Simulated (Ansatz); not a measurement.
# Ta2NF2 monolayer: following an unstable mode, part 2 of 3

Wanted: the energy along a soft mode of Ta2NF2 monolayer and the structure at the end.

Ansatz 0.2.0; DFT PBE, scalar-relativistic, plane waves, PAW; PAW set soft_1.

So far, highest frequency on the path or at a solved wavevector (cm⁻¹): step 2 (response at finite wavevector) 609. Also lowest frequency on the path (cm⁻¹): step 2 -122.

### Step 5. Energy along the mode, all amplitudes (two of the runs are shown above)

An imaginary frequency means negative curvature, so the energy should fall and then rise again as anharmonic terms take over.

Numbers from this step:

```
depth at the lowest point sampled  : 4.005 meV/atom
largest atomic shift at that point : 0.22 Å
```

Table of energy from the parent by largest atomic shift:

```csv
largest atomic shift (Å),energy from the parent (meV/atom)
0.000,0
0.040,-0.19
0.080,-0.74
0.140,-2.09
0.220,-4.00
0.320,-3.67
0.450,8.38
```

Displacement at unit largest shift by atom:

```csv
atom,x (Å),y (Å),z (Å),size
N1,0.00,0.00,0.00,0.00
N2,0.00,0.00,-1.00,1.00
N3,0.00,0.00,1.00,1.00
Ta4,-0.14,0.24,0.00,0.28
Ta5,0.28,0.00,0.00,0.28
Ta6,-0.14,-0.24,0.00,0.28
Ta7,-0.28,0.00,0.00,0.28
Ta8,0.14,-0.24,0.00,0.28
Ta9,0.14,0.24,0.00,0.28
F10,-0.29,0.00,0.00,0.29
F11,0.14,-0.25,0.00,0.29
F12,0.14,0.25,0.00,0.29
F13,-0.14,0.25,0.00,0.29
F14,0.29,0.00,0.00,0.29
F15,-0.14,-0.25,0.00,0.29
```

The lowest of the steps tried is at 0.22 Å, 4.00 meV/atom below the parent; the bottom of the well need not coincide with a step.

### Step 6. Relaxation from the frozen mode

Starting from the lowest point found, all atoms and the cell are let go, so that strain and other modes of the same symmetry can join in.

input.yaml reads:

```yaml
crystal:
  lattice:
    - [4.9533587149, 2.8598229874, 0.0]
    - [0.0, 5.7196459749, 0.0]
    - [0.0, 0.0, 33.2]
  atoms:
    - { symbol: "N", position: [0.3333333333, 0.3333333333, 0.3012049254] }
    - { symbol: "N", position: [0.666667337, 0.6666659963, 0.2945784475] }
    - { symbol: "N", position: [-6.703e-07, 1.0000006703, 0.3078313253] }
    - { symbol: Ta, position: [0.9938203308, 0.3456940602, 0.3310625343] }
    - { symbol: Ta, position: [0.3456940602, 0.6604866218, 0.3310625358] }
    - { symbol: Ta, position: [0.6604853848, 0.9938197663, 0.3310625351] }
    - { symbol: Ta, position: [0.3209726065, 0.0061803418, 0.2713471028] }
    - { symbol: Ta, position: [0.6728467115, 0.3209726064, 0.2713471043] }
    - { symbol: Ta, position: [0.0061809063, 0.672847276, 0.2713471035] }
    - { symbol: F, position: [0.3205572471, 0.0063887884, 0.3711748928] }
    - { symbol: F, position: [0.6730551481, 0.3205572471, 0.3711746231] }
    - { symbol: F, position: [0.0063878365, 0.6730541962, 0.3711747579] }
    - { symbol: F, position: [0.9936119068, 0.3461094196, 0.2312350155] }
    - { symbol: F, position: [0.3461094196, 0.6602781852, 0.2312347458] }
    - { symbol: F, position: [0.6602784419, 0.9936128587, 0.2312348807] }
  periodic: [true, true, false]
kpoints:
  mp_grid: { grid: [9, 9, 1] }
hamiltonian:
  xc: pbe
  pseudopotentials: { kind: paw, azcp: { folder: soft_1 } }
scf:
  occupations: { method: methfessel_paxton, width: 0.2 }
output:
  forces: true
  stress: true
  eigenvalues: true
  write_density: true
  write_potential: true
  elf: true
  volumetric_format: npy
relax:
  adjacent_minimum: "off"
  f_tol: 0.002
  max_steps: 120
  cell: { stress_2d_tol: 0.005 }
```

Command:

```
$ ansatz run input.yaml --threads 8 --pin off --max-ram 16384MiB --backend cpu --events-out ev --progress --plain --runs-dir out
```

Numbers of over 12 decimals in the logs are rounded to 6 here.

What it wrote:

```text
[...]
Crystal: 15 atoms, lattice volume = 940.604 Å³
Basis set: ecut = 420 eV, 18519 PW (Γ), exchange–correlation on 80×80×450 points (8 copies of the dense FFT grid, shifted against one another)
Bands: 83, of which v1, the nominal top of the filled ones, is band 68 counted from 1 (67 counted from 0)
Symmetry: 6 space group operations
[...]
k-points: 15 of 81
[...]
SCF iter   1: F=—  HF=-65618.278787 eV  |F-HF|=—  |Δ(HF+E_count)|=         —  Δρ=5.55e-2  dr2=4.03e1  ethr=3.10e-3  ⟨swp⟩=10.1  Hψ=7632  notcnv=0
[...]
SCF iter  11: F=-65607.746660 eV  HF=-65607.746660 eV  |F-HF|=4.66e-10  |Δ(HF+E_count)|=   1.41e-8  S|Δr|=    0.00e0  Δρ=8.89e-8  dr2=5.34e-11  ethr=1.24e-12  ⟨swp⟩=11.6  Hψ=11003  notcnv=0
SCF 1 converged in 11 iterations: F = -65607.746660 eV  dr2 = 5.34e-11
[...]
relax step   1: F+E_penalty+E_count = -65607.74666007 eV  Δ(F+E_penalty+E_count) = +0.000e0 eV  max|allowed force component| = 4.427e-1 eV/Å  Δτ_max = 0.0000 Å  P = -1.181 N/m  Ω = 940.604 Å³  fix = [c, alpha, beta]  reactions: c -0.000 N/m  (11 SCF iters, dr2 threshold 1.00e-7 eV, accepted)
Crystal: 15 atoms, lattice volume = 913.593 Å³
Basis set: ecut = 420 eV, 17847 PW (Γ), exchange–correlation on 80×80×450 points (8 copies of the dense FFT grid, shifted against one another)
[...]
iter 1 solved again at ethr=1.86e-4 eV; its pass at ethr=3.10e-3 eV (dr2=2.51e-1 eV) is discarded
[...]
SCF iter   7: F=-65607.893441 eV  HF=-65607.893441 eV  |F-HF|=2.43e-7  |Δ(HF+E_count)|=   2.08e-6  S|Δr|=    0.00e0  Δρ=3.86e-6  dr2=1.20e-7  ethr=1.11e-9  ⟨swp⟩=36.3  Hψ=18265  notcnv=0
SCF 2 converged in 7 iterations: F = -65607.893441 eV  dr2 = 1.20e-7
relax step   2: F+E_penalty+E_count = -65607.89344102 eV  Δ(F+E_penalty+E_count) = -1.468e-1 eV  max|allowed force component| = 9.844e-1 eV/Å  Δτ_max = 0.0786 Å  P = -1.035 N/m  Ω = 913.593 Å³  energy of the carried Pulay correction = +1.078e-2 eV  fix = [c, alpha, beta]  reactions: c -0.000 N/m  (7 SCF iters, dr2 threshold 1.50e-6 eV, accepted)
Crystal: 15 atoms, lattice volume = 892.226 Å³
Basis set: ecut = 420 eV, 17511 PW (Γ), exchange–correlation on 80×80×450 points (8 copies of the dense FFT grid, shifted against one another)
[...]
SCF iter   7: F=-65608.125495 eV  HF=-65608.125495 eV  |F-HF|=5.47e-7  |Δ(HF+E_count)|=   3.04e-6  S|Δr|=    0.00e0  Δρ=3.47e-6  dr2=6.91e-8  ethr=1.11e-9  ⟨swp⟩=35.2  Hψ=18850  notcnv=0
SCF 3 converged in 7 iterations: F = -65608.125495 eV  dr2 = 6.91e-8
relax step   3: F+E_penalty+E_count = -65608.12549535 eV  Δ(F+E_penalty+E_count) = -2.321e-1 eV  max|allowed force component| = 1.397e0 eV/Å  Δτ_max = 0.0811 Å  P = +0.077 N/m  Ω = 892.226 Å³  energy of the carried Pulay correction = +1.953e-2 eV  fix = [c, alpha, beta]  reactions: c +0.000 N/m  (7 SCF iters, dr2 threshold 1.50e-6 eV, accepted)
[... from here on, the SCF cycles and remarks between the steps are left out ...]
relax step   4: F+E_penalty+E_count = -65608.15692122 eV  Δ(F+E_penalty+E_count) = -3.143e-2 eV  max|allowed force component| = 1.237e0 eV/Å  Δτ_max = 0.1270 Å  P = +3.252 N/m  Ω = 875.090 Å³  energy of the carried Pulay correction = +2.669e-2 eV  fix = [c, alpha, beta]  reactions: c +0.000 N/m  (7 SCF iters, dr2 threshold 1.50e-6 eV, accepted)
relax step   5: F+E_penalty+E_count = -65608.35107675 eV  Δ(F+E_penalty+E_count) = -1.942e-1 eV  max|allowed force component| = 7.775e-1 eV/Å  Δτ_max = 0.0582 Å  P = +0.267 N/m  Ω = 897.432 Å³  energy of the carried Pulay correction = +1.737e-2 eV  fix = [c, alpha, beta]  reactions: c +0.000 N/m  (6 SCF iters, dr2 threshold 1.50e-6 eV, accepted)
relax step   6: F+E_penalty+E_count = -65608.33668755 eV  Δ(F+E_penalty+E_count) = +1.439e-2 eV  max|allowed force component| = 8.055e-1 eV/Å  Δτ_max = 0.0971 Å  P = +0.099 N/m  Ω = 888.273 Å³  energy of the carried Pulay correction = +2.117e-2 eV  fix = [c, alpha, beta]  (6 SCF iters, dr2 threshold 1.50e-6 eV, rejected (line search))
relax step   7: F+E_penalty+E_count = -65608.43344606 eV  Δ(F+E_penalty+E_count) = -8.237e-2 eV  max|allowed force component| = 2.867e-1 eV/Å  Δτ_max = 0.0473 Å  P = -0.142 N/m  Ω = 895.205 Å³  energy of the carried Pulay correction = +1.829e-2 eV  fix = [c, alpha, beta]  reactions: c -0.000 N/m  (13 SCF iters, accepted)
relax step   8: F+E_penalty+E_count = -65608.45606581 eV  Δ(F+E_penalty+E_count) = -2.262e-2 eV  max|allowed force component| = 3.708e-2 eV/Å  Δτ_max = 0.0365 Å  P = -0.022 N/m  Ω = 892.098 Å³  energy of the carried Pulay correction = +1.958e-2 eV  fix = [c, alpha, beta]  reactions: c -0.000 N/m  (6 SCF iters, dr2 threshold 1.50e-6 eV, accepted)
relax step   9: F+E_penalty+E_count = -65608.45798981 eV  Δ(F+E_penalty+E_count) = -1.924e-3 eV  max|allowed force component| = 2.301e-2 eV/Å  Δτ_max = 0.0120 Å  P = +0.003 N/m  Ω = 891.512 Å³  energy of the carried Pulay correction = +1.982e-2 eV  fix = [c, alpha, beta]  reactions: c +0.000 N/m  (6 SCF iters, dr2 threshold 8.59e-8 eV, accepted)
relax step  10: F+E_penalty+E_count = -65608.45822016 eV  Δ(F+E_penalty+E_count) = -2.304e-4 eV  max|allowed force component| = 7.302e-3 eV/Å  Δτ_max = 0.0042 Å  P = -0.006 N/m  Ω = 891.407 Å³  energy of the carried Pulay correction = +1.986e-2 eV  fix = [c, alpha, beta]  reactions: c -0.000 N/m  (6 SCF iters, dr2 threshold 3.31e-8 eV, accepted)
relax step  11: F+E_penalty+E_count = -65608.45817447 eV  Δ(F+E_penalty+E_count) = +4.569e-5 eV  max|allowed force component| = 1.074e-2 eV/Å  Δτ_max = 0.0013 Å  P = +0.004 N/m  Ω = 891.512 Å³  energy of the carried Pulay correction = +1.982e-2 eV  fix = [c, alpha, beta]  (5 SCF iters, dr2 threshold 3.33e-9 eV, rejected (line search))
relax step  12: F+E_penalty+E_count = -65608.45820583 eV  Δ(F+E_penalty+E_count) = +1.433e-5 eV  max|allowed force component| = 8.091e-4 eV/Å  Δτ_max = 0.0006 Å  P = +0.000 N/m  Ω = 891.473 Å³  energy of the carried Pulay correction = +1.984e-2 eV  fix = [c, alpha, beta]  reactions: c +0.000 N/m  (8 SCF iters, accepted)
relax step  13: F+E_penalty+E_count = -65608.44494422 eV  Δ(F+E_penalty+E_count) = +1.326e-2 eV  max|allowed force component| = 5.655e-4 eV/Å  Δτ_max = 0.0000 Å  P = -0.128 N/m  Ω = 891.473 Å³  fix = [c, alpha, beta]  reactions: c -0.000 N/m  stress off target by 1.28e-1 N/m on what of the cell is left free  SCF on the basis re-selected at this cell (its energy is not comparable with the rows above)  (8 SCF iters)
relax step  14: F+E_penalty+E_count = -65608.44547663 eV  Δ(F+E_penalty+E_count) = -5.324e-4 eV  max|allowed force component| = 1.190e-2 eV/Å  Δτ_max = 0.0008 Å  P = +0.095 N/m  Ω = 890.259 Å³  energy of the carried Pulay correction = +5.013e-4 eV  fix = [c, alpha, beta]  reactions: c +0.000 N/m  (5 SCF iters, dr2 threshold 1.92e-8 eV, accepted)
relax step  15: F+E_penalty+E_count = -65608.44543878 eV  Δ(F+E_penalty+E_count) = +3.785e-5 eV  max|allowed force component| = 6.617e-3 eV/Å  Δτ_max = 0.0015 Å  P = +0.008 N/m  Ω = 890.495 Å³  energy of the carried Pulay correction = +4.040e-4 eV  fix = [c, alpha, beta]  reactions: c +0.000 N/m  (5 SCF iters, dr2 threshold 1.06e-8 eV, accepted)
relax step  16: F+E_penalty+E_count = -65608.44540454 eV  Δ(F+E_penalty+E_count) = +3.424e-5 eV  max|allowed force component| = 6.936e-4 eV/Å  Δτ_max = 0.0006 Å  P = +0.000 N/m  Ω = 890.608 Å³  energy of the carried Pulay correction = +3.574e-4 eV  fix = [c, alpha, beta]  reactions: c +0.000 N/m  (5 SCF iters, dr2 threshold 2.74e-9 eV, accepted)
[...]
SCF iter   1: F=—  HF=-65608.445105 eV  |F-HF|=—  |Δ(HF+E_count)|=         —  Δρ=6.31e-6  dr2=1.22e-7  ethr=7.73e-7  ⟨swp⟩=7.7  Hψ=13743  notcnv=0
eigensolver tolerance schedule: the retry pair's looser diagonalisation over-reported the residual by 8566.34 of it (diagonalisation noise at an unbounded share of the residual, at the tolerance the schedule requests for it); recorded, not acted on — ethr = c·dr2/N_el stays at c = 1.0e-1
[...]
SCF iter   2: F=—  HF=-65608.445047 eV  |F-HF|=—  |Δ(HF+E_count)|=   5.76e-5  S|Δr|=    0.00e0  Δρ=9.42e-6  dr2=4.37e-7  ethr=9.02e-11  ⟨swp⟩=7.5  Hψ=6195  notcnv=0
[...]
SCF iter   8: F=-65608.445047 eV  HF=-65608.445047 eV  |F-HF|=8.73e-11  |Δ(HF+E_count)|=  1.75e-10  S|Δr|=    0.00e0  Δρ=8.26e-9  dr2=3.70e-13  ethr=1.00e-12  ⟨swp⟩=18.3  Hψ=8504  notcnv=0
SCF 17 converged in 8 iterations: F = -65608.445047 eV  dr2 = 3.70e-13
relax step  17: F+E_penalty+E_count = -65608.44504749 eV  Δ(F+E_penalty+E_count) = +3.570e-4 eV  max|allowed force component| = 6.932e-4 eV/Å  Δτ_max = 0.0000 Å  P = -0.002 N/m  Ω = 890.608 Å³  fix = [c, alpha, beta]  reactions: c -0.000 N/m  stress off target by 1.62e-3 N/m on what of the cell is left free  SCF on the basis re-selected at this cell (its energy is not comparable with the rows above)  (8 SCF iters)
[...]
SCF converged after 8 iterations
[...]
Free energy (F): -65608.445047 eV
[...]
Internal energy: -65608.443257 eV  (E = F + TS)
E sigma→0 (E₀):  -65608.444600 eV
Entropy (-TS):   -0.001791 eV (-0.119 meV/atom)
Fermi energy:    -3.917253 eV
[...]
--- Forces (eV/Å), atoms counted from 1 ---
  atom   1  N     -0.00000000     0.00000000     0.00000000
  atom   2  N     -0.00000000     0.00000000    -0.00026873
  atom   3  N      0.00000000    -0.00000000     0.00026873
  atom   4  Ta    -0.00069323    -0.00007470     0.00001985
  atom   5  Ta     0.00028193     0.00063770     0.00001985
  atom   6  Ta     0.00041130    -0.00056301     0.00001985
  atom   7  Ta    -0.00028193    -0.00063770    -0.00001985
  atom   8  Ta     0.00069323     0.00007470    -0.00001985
  atom   9  Ta    -0.00041130     0.00056301    -0.00001985
  atom  10  F      0.00007585     0.00022180     0.00000843
  atom  11  F     -0.00023001    -0.00004522     0.00000843
  atom  12  F      0.00015416    -0.00017659     0.00000843
  atom  13  F      0.00023001     0.00004522    -0.00000843
  atom  14  F     -0.00007585    -0.00022180    -0.00000843
  atom  15  F     -0.00015416     0.00017659    -0.00000843
  max |Σ_I F_I| component: 1.50e-17 eV/Å
--- 2D stress c σ (N/m, compression-positive) ---
       -0.001621       0.000000      -0.000000
       -0.000000      -0.001621      -0.000000
       -0.000000       0.000000      -0.000000
  P = ½ c Tr σ = -0.0016 N/m
--- Band table (eV; the first three rows and the last of 15) ---
  k-point 0: bands = [... 64 lower, -5.6062, -5.4672, -5.1273, -5.1273, -4.6681, -4.1030, -3.6572, -2.4713, ... 11 higher]
  k-point 1: bands = [... 64 lower, -5.6182, -5.2320, -4.9053, -4.7883, -4.5376, -3.8293, -3.5280, -2.6651, ... 11 higher]
  k-point 2: bands = [... 64 lower, -5.5332, -4.9762, -4.5511, -4.4578, -3.8988, -3.2839, -3.2169, -2.9914, ... 11 higher]
  k-point 14: bands = [... 64 lower, -5.1803, -4.6546, -3.9287, -3.9287, -3.6271, -3.0467, -3.0467, -2.5000, ... 11 higher]
  ° read free of the cell's end (the report's vacuum.weakly_bound_levels)
--- Relaxed structure (15 steps of the walk, 13 accepted, 2 SCFs on fresh bases) ---
  F+E_penalty+E_count = -65608.44504749 eV   max|allowed force component| = 6.932e-4 eV/Å   (the final SCF, on the basis selected at the relaxed cell)
  cell:  # Å, volume = 890.6080 Å³
    - [4.819917, 2.782780, 0]
    - [2.808985624873537e-11, 5.565561, 0]
    - [0, 0, 33.2]
  atoms:
    - { symbol: N, position: [0.333333, 0.333333, 0.30120483532] }
    - { symbol: N, position: [0.666667, 0.666667, 0.286747] }
    - { symbol: N, position: [-2.5069547438594193e-17, 1.0, 0.315662] }
    - { symbol: Ta, position: [0.979897, 0.369959, 0.333528] }
    - { symbol: Ta, position: [0.369959, 0.650144, 0.333528] }
    - { symbol: Ta, position: [0.650144, 0.979897, 0.333528] }
    - { symbol: Ta, position: [0.296708, 0.016522, 0.268881] }
    - { symbol: Ta, position: [0.686770, 0.296708, 0.268881] }
    - { symbol: Ta, position: [0.016522, 0.686770, 0.268881] }
    - { symbol: F, position: [0.300679, 0.057137, 0.374107] }
    - { symbol: F, position: [0.642185, 0.300679, 0.374107] }
    - { symbol: F, position: [0.057137, 0.642185, 0.374107] }
    - { symbol: F, position: [1.024482, 0.365988, 0.228303] }
    - { symbol: F, position: [0.365988, 0.609530, 0.228303] }
    - { symbol: F, position: [0.609530, 1.024482, 0.228303] }
```

Wall time 4.1 min (8 threads of Arm Neoverse V2, shared host); peak memory 3.6 GiB.

Step by step:

```csv
step,energy less that of the first step (eV),largest force component (eV/Å),volume (Å³)
1,0.0000,0.4427,940.60
2,-0.1468,0.9844,913.59
3,-0.3788,1.3972,892.23
4,-0.4103,1.2367,875.09
5,-0.6044,0.7775,897.43
6,-0.5900,0.8055,888.27
7,-0.6868,0.2867,895.20
8,-0.7094,0.0371,892.10
9,-0.7113,0.0230,891.51
10,-0.7116,0.0073,891.41
11,-0.7115,0.0107,891.51
12,-0.7115,0.0008,891.47
13*,-0.6983,0.0006,891.47
14,-0.6988,0.0119,890.26
15,-0.6988,0.0066,890.49
16,-0.6987,0.0007,890.61
17*,-0.6984,0.0007,890.61
```

Relaxation steps marked * repeat the geometry before them on a plane-wave basis chosen anew for their cell, so energy and pressure can jump there. Relaxation steps 6, 11 were tried and not accepted.

Forces are held to the 6 operations that the run works with; a distortion that breaks them can't arise in this run.

```csv
cell as run,before,after,change
a (Å),5.720,5.566,-2.7 %
b (Å),5.720,5.566,-2.7 %
```

The atoms that moved most (Å, along periodic axes as changes of fractional coordinates times the final cell, across vacuum about the mean position):

```csv
atom,dx,dy,dz,length
F11,-0.149,-0.197,0.097,0.265
F13,0.149,0.197,-0.097,0.265
F12,0.245,-0.031,0.097,0.265
F15,-0.245,0.031,-0.097,0.265
F14,0.096,-0.227,-0.097,0.265
F10,-0.096,0.227,0.097,0.265
N2,0.000,0.000,-0.260,0.260
N3,0.000,0.000,0.260,0.260
```

Final coordinates:

```cif
data_structure
_symmetry_space_group_name_H-M 'P 1'
_symmetry_Int_Tables_number 1
_cell_length_a 5.5656
_cell_length_b 5.5656
_cell_length_c 33.2000
_cell_angle_alpha 90.000
_cell_angle_beta 90.000
_cell_angle_gamma 60.000
_cell_volume 890.61
loop_
_atom_site_label
_atom_site_type_symbol
_atom_site_fract_x
_atom_site_fract_y
_atom_site_fract_z
_atom_site_occupancy
N1 N 0.33333 0.33333 0.30120 1
N2 N 0.66667 0.66667 0.28675 1
N3 N 0.00000 0.00000 0.31566 1
Ta4 Ta 0.97990 0.36996 0.33353 1
Ta5 Ta 0.36996 0.65014 0.33353 1
Ta6 Ta 0.65014 0.97990 0.33353 1
Ta7 Ta 0.29671 0.01652 0.26888 1
Ta8 Ta 0.68677 0.29671 0.26888 1
Ta9 Ta 0.01652 0.68677 0.26888 1
F10 F 0.30068 0.05714 0.37411 1
F11 F 0.64218 0.30068 0.37411 1
F12 F 0.05714 0.64218 0.37411 1
F13 F 0.02448 0.36599 0.22830 1
F14 F 0.36599 0.60953 0.22830 1
F15 F 0.60953 0.02448 0.22830 1
```

This step gave:

| Quantity | Value |
| --- | --- |
| area per atom | 1.788 Å² |

Electrostatic potential energy in the ac plane at fractional y = 0.017, with atoms of N and Ta and F within 0.2 Å of it. With pseudopotentials it is smooth inside the atoms' cores, unlike the true potential.

Ten even steps from '_' (-40 eV) to '@' (0 eV), each cell a mean:
```
@@@@@@@@@@@@@@@@@@@@@@@@@@@@@@
@@@@@@@@@@@@@@@@@@@@@@@@@@@@@@
@@@@@@@@@@@@@@@@@@@@@@@@@@@@@@
@@@@@@@@@@@@@@@@@@@@@@@@@@@@@@
@@@@@@@@@@@@@@@@@@@@@@@@@@@@@@
@@@@@@@@@@@@@@@@@@@@@@@@@@@@@@
@@@@@@@@@@@@@@@@@@@@@@@@@@@@@@
@@@@@@@@@@@@@@@@@@@@@@@@@@@@@@
@@@@@@@@@@@@@@@@@@@@@@@@@@@@@@
@@@@@@@@@@@@@@@@@@@@@@@@@@@@@@
@@@@@@@@@@@@@@@@@@@@@@@@@@@@@@
@@@@@@@@@@@@@@@@@@@@@@@@@@@@@@
@@@@@@@@@@@@@@@@@@@@@@@@@@@@@@
@@@@@@@@@@@@@@@@@@@@@@@@@@@@@@
@@@@@@##++++##@@@@@@@@@@@@@@@@
%%%%%%##++++**++::..::--**%%%%
..==####****##**------==##++..
%%##--______..**%%%%%%%%%%%%%%
@@@@%%######%%##::..--##@@@@@@
@@@@@@@@@@@@@@@@@@@@@@@@@@@@@@
@@@@@@@@@@@@@@@@@@@@@@@@@@@@@@
@@@@@@@@@@@@@@@@@@@@@@@@@@@@@@
@@@@@@@@@@@@@@@@@@@@@@@@@@@@@@
@@@@@@@@@@@@@@@@@@@@@@@@@@@@@@
```
Columns run along a (5.6 Å; values clipped at the 3rd and 97th percentile), rows up along c (33.2 Å). Atoms in or near the plane, at fractional coordinates: N at (0.00, 0.32), Ta at (0.65, 0.33), Ta at (0.30, 0.27), F at (0.30, 0.37), F at (0.61, 0.23).

(Continued in part 3 of 3.)

[Logs are printed without paths, hosts, clocks, repeated set-up lines and the standing remarks that a program may print on its own settings, such as how far it seeks lower states.]

[Hosts, paths, dates, database ids (printed as entryN), source tags and the programs' standing remarks are cut or masked in the printed files.]
